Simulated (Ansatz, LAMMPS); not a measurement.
# Compressing and expanding amorphous 64SiO2-25Y2O3-11Al2O3 (mol %) (164 atoms): runs compared

How stiff is amorphous 64SiO2-25Y2O3-11Al2O3 (mol %) (164 atoms)?

Computed with Ansatz 0.2.0: Kohn-Sham DFT, r2SCAN, PAW (set soft_1), plane waves.

### Step 1. The cell as built

The cell holds 164 atoms: 28 Si, 22 Y, 10 Al and 104 O. Cell: a = 13.097 Å, b = 13.097 Å, c = 13.097 Å, α = 90.0°, β = 90.0°, γ = 90.0°. 164 atoms (28 Si, 22 Er, 10 Al, 104 O) placed at random at 4.5 g/cm³, melted at 5000 K for 10 ps at fixed volume with the Morse and Coulomb pair potential with partial charges (Pedone, Malavasi, Menziani, Cormack and Segre, J. Phys. Chem. B 110, 11780 (2006)). Quenched from 5000 K to 300 K at 100 K/ps and fixed volume, held 10 ps at zero pressure, then minimised at fixed cell. Then Er was replaced by Y and the cell scaled by 1.01 (the potential has no terms for the new elements, so the cell is a start for a DFT relaxation).

Limits known from the start: The quench rate of 100 K/ps far exceeds what a furnace or splat quench reaches, so expect more defects and frozen-in strain than in a real sample. The network of bonds at the start is that of the classical potential that made the cell, and needn't be the one that DFT or experiment would give. Only the Γ point is sampled.

### Step 2. The reference run

The reference is a single point at the end of the relaxation.

Every strained cell starts from the geometry of this run, and its atoms are relaxed with the cell held.

Its input, with most atom lines left out:

```yaml
crystal:
  lattice:
    - [12.75301, -0.15165, -0.09853]
    - [-0.15165, 13.00114, -0.18018]
    - [-0.09853, -0.18018, 13.12112]
  atoms:
    - { symbol: Si, position: [0.80757, 0.89309, 0.55182] }
    - { symbol: Si, position: [0.66743, 0.06144, 0.89249] }
    - { symbol: Si, position: [0.51039, 0.76639, 0.10943] }
    - { symbol: Si, position: [0.72618, 0.5272, 0.48669] }
    - { symbol: Si, position: [0.05347, 0.96374, 0.91739] }
    - { symbol: Si, position: [0.43301, 0.56573, 0.00275] }
    - { symbol: Si, position: [0.43624, 0.32517, 0.70034] }
    [... atom lines 8 to 164 left out ...]
kpoints:
  mp_grid: { grid: [1, 1, 1] }
hamiltonian:
  xc: r2scan
  pseudopotentials: { kind: paw, azcp: { folder: soft_1 } }
scf:
  occupations: { method: fixed }
output:
  forces: true
  stress: true
  populations: true
  dos:
    method: { smearing: { sigma: 0.08 } }
    de: 0.1
    projected: { site_lists: { Al: [Al], O: [O], Si: [Si], "Y": ["Y"] } }
  eigenvalues: true
  write_density: true
  write_potential: true
  volumetric_format: npy
```

- free energy per atom: -1022.0135 eV/atom
- r.m.s. force component: 0.00633 eV/Å
- pressure: 0.02025 GPa

Filled and empty levels are parted by 4.43 eV (at Γ alone); a semilocal functional tends to put such gaps too low. In a disordered cell it changes from sample to sample, and tail or defect levels can set it.

### Step 3. The runs

Each row is one run, on 4 threads of Arm Neoverse V1, shared host. The free energy is the program's total, comparable only between runs with the same functional, potentials and atoms.

```csv
run,atoms,outcome,"ionic steps, all passes",free energy (eV),time,host memory (GiB)
Single point at the start,164,converged,-,-167603.438,2.4 min,6.5
Cell and atoms relaxed,164,converged,34,-167610.210,59 min,6.5
Single point at the relaxed geometry,164,converged,-,-167610.210,3.7 min,6.8
Volume -3 %,164,converged,7,-167609.717,16 min,6.8
Volume +3 %,164,converged,8,-167609.752,18 min,7.1
Volume -6 %,164,cut at the time limit,11,-167608.803,21 min,6.7
Volume +6 %,164,cut at the time limit,7,-167608.441,17 min,7.3
```

In some runs the program notes that the exchange-correlation potential is rough where the density is thin and the SCF threshold is loose for the stress.

### Step 4. Pressure against volume

Atoms are relaxed at each volume, in the scaled cell.

```csv
volume change (%),volume (Å³/atom),energy change (meV/atom),pressure (GPa),largest move on relaxing (Å),bonds,gap (eV)
-3,12.862,3.01,2.42,0.22,296,4.53
+0,13.260,0.00,0.02,-,294,4.43
+3,13.658,2.79,-2.20,0.14,293,4.35
```

### Step 5. Findings

The bulk modulus, from the slope of pressure against ln V over the three points nearest the relaxed volume, is 76.9 GPa. The count of bonds runs from 293 to 296 over the series, so at some points contacts cross the cutoffs. The gap goes from 4.53 eV at the smallest volume to 4.35 eV at the largest, -3.0 eV per unit of ln V by a straight line, on the run's k-points.

**Limits.** Strains are finite and relaxations stop at the force tolerance of the input, which can leave moduli too stiff; they are those of a static cell at zero temperature. Volumes are changed with the cell's shape held, so in an anisotropic solid the modulus lies over the one under free hydrostatic load. The program notes that the SCF threshold of the relaxations is loose for the stress.

The DFT runs together took 2.3 h of wall time.

[Logs are printed without paths, hosts, clocks, repeated set-up lines and the standing remarks that a program may print on its own settings, such as how far it seeks lower states.]

[Hosts, paths, dates, database ids (printed as entryN), source tags and the programs' standing remarks are cut or masked in the printed files.]
